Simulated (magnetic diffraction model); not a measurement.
# Which magnetic order? DyAlS₃

Space group P6_3mc (no. 186), a = 4.0810 Å, c = 14.1000 Å.

```
site  atom    x    y       z
  2a    Dy    0    0  0.9920
  2b     S  1/3  2/3  0.0462
  2b     S  2/3  1/3  0.8689
  2a     S    0    0  0.7024
  2b    Al  2/3  1/3  0.2613
```

The compound is invented for this exercise: a known structure type with other elements, its cell scaled to their sizes and not relaxed.

Only Dy is taken to order (form factors of Dy3+); orders and moment sizes are assumed, and not adapted to the symmetry. Radiation: neutrons of λ = 1.8 Å (absorption by Dy left out), 5° to 55°; isotropic B of 0.62 Å² (Dy), 1.01 Å² (S) and 1.03 Å² (Al). Simulated constant-wavelength pattern: nuclear and magnetic terms add, the magnetic one as |2.695 fm × Σ f S⊥ exp(2πi Q·r) exp(−B s²)|², summed over all Q at one angle with the factor 1/(sin²θ cos θ). For collinear order S is the moment m, which repeats by lattice and centring translations R with the sign exp(−2πi k·R). Free-ion form factors, Sears's scattering lengths of 1992, no absorption; a label names one of the reflections at its angle. The strongest nuclear line in the range is 100, and lines under 0.2 are left out.

Above the ordering temperature:

| 2θ (°) | index | I |
| --- | --- | --- |
| 14.67 | (0 0 2) | 64.0 |
| 29.51 | (1 0 0) | 63.0 |
| 29.59 | (0 0 4) | 33.8 |
| 30.44 | (1 0 1) | 0.5 |
| 33.10 | (1 0 2) | 100.0 |
| 37.16 | (1 0 3) | 16.6 |
| 42.27 | (1 0 4) | 95.0 |
| 45.04 | (0 0 6) | 7.9 |
| 48.20 | (1 0 5) | 2.7 |
| 52.34 | (1 1 0) | 76.3 |
| 54.67 | (1 1 2) | 31.2 |
| 54.76 | (1 0 6) | 60.3 |

Below it (cell unchanged):

```tsv
2θ (°)	I
14.67	64.0
16.38	104.2
26.55	70.8
26.59	70.6
29.51	63.0
29.59	33.8
30.44	0.5
33.10	100.0
33.96	44.9
37.16	16.6
40.10	33.9
40.19	31.3
42.27	95.0
45.04	7.9
45.57	6.9
45.60	30.3
45.65	23.3
48.20	2.7
50.59	7.8
52.34	76.3
54.67	31.2
54.76	60.3
```

**Question.** Check that the new lines index with k = (1/2 1/2 0), then choose among these models:
A. collinear moments along [100], 8.1 μB on Dy; signs + at (0, 0, 0.9920), + at (0, 0, 0.4920)
B. collinear moments along [100], 8.1 μB on Dy; signs + at (0, 0, 0.9920), − at (0, 0, 0.4920)
C. collinear moments along [120], 8.1 μB on Dy; signs + at (0, 0, 0.9920), − at (0, 0, 0.4920)
D. collinear moments along [120], 8.1 μB on Dy; signs + at (0, 0, 0.9920), + at (0, 0, 0.4920)

The new lines index as (1/2 -1/2 1) at 16.38°, (1/2 1/2 1) at 26.55°, (1/2 -1/2 3) at 26.59° and (1/2 1/2 3) at 33.96°, that is as H ± k with k = (1/2 1/2 0), one of 3 inequivalent arms of its star (k and −k counted as one), which a powder can't tell apart. Half indices mean that the moments reverse under translations with k·R a half-integer, and the magnetic cell has twice the primitive volume.

Magnetic intensity, observed (below minus above) and for each model:

| 2θ (°) | index | observed | A | B | C | D |
| --- | --- | --- | --- | --- | --- | --- |
| 14.63 | (1/2 -1/2 0) | <0.2 | 41.1 | <0.2 | <0.2 | 123.4 |
| 16.38 | (1/2 -1/2 1) | 104.2 | <0.2 | 104.2 | 208.2 | <0.2 |
| 20.77 | (1/2 -1/2 2) | <0.2 | 98.4 | <0.2 | <0.2 | 137.6 |
| 26.55 | (1/2 1/2 1) | 70.8 | <0.2 | 70.8 | 28.3 | <0.2 |
| 26.59 | (1/2 -1/2 3) | 70.6 | <0.2 | 70.6 | 84.6 | <0.2 |
| 29.53 | (1/2 1/2 2) | <0.2 | 58.8 | <0.2 | <0.2 | 31.7 |
| 33.15 | (1/2 -1/2 4) | <0.2 | 47.1 | <0.2 | <0.2 | 52.6 |
| 33.96 | (1/2 1/2 3) | 44.9 | <0.2 | 44.9 | 30.0 | <0.2 |

Model B matches.

The absence at (1/2 -1/2 0) is telling: the sublattices cancel there.

The structure used: k = (1/2 1/2 0), collinear moments along [100], 8.1 μB on Dy; signs + at (0, 0, 0.9920), − at (0, 0, 0.4920).

[Logs are printed without paths, hosts, clocks, repeated set-up lines and the standing remarks that a program may print on its own settings, such as how far it seeks lower states.]
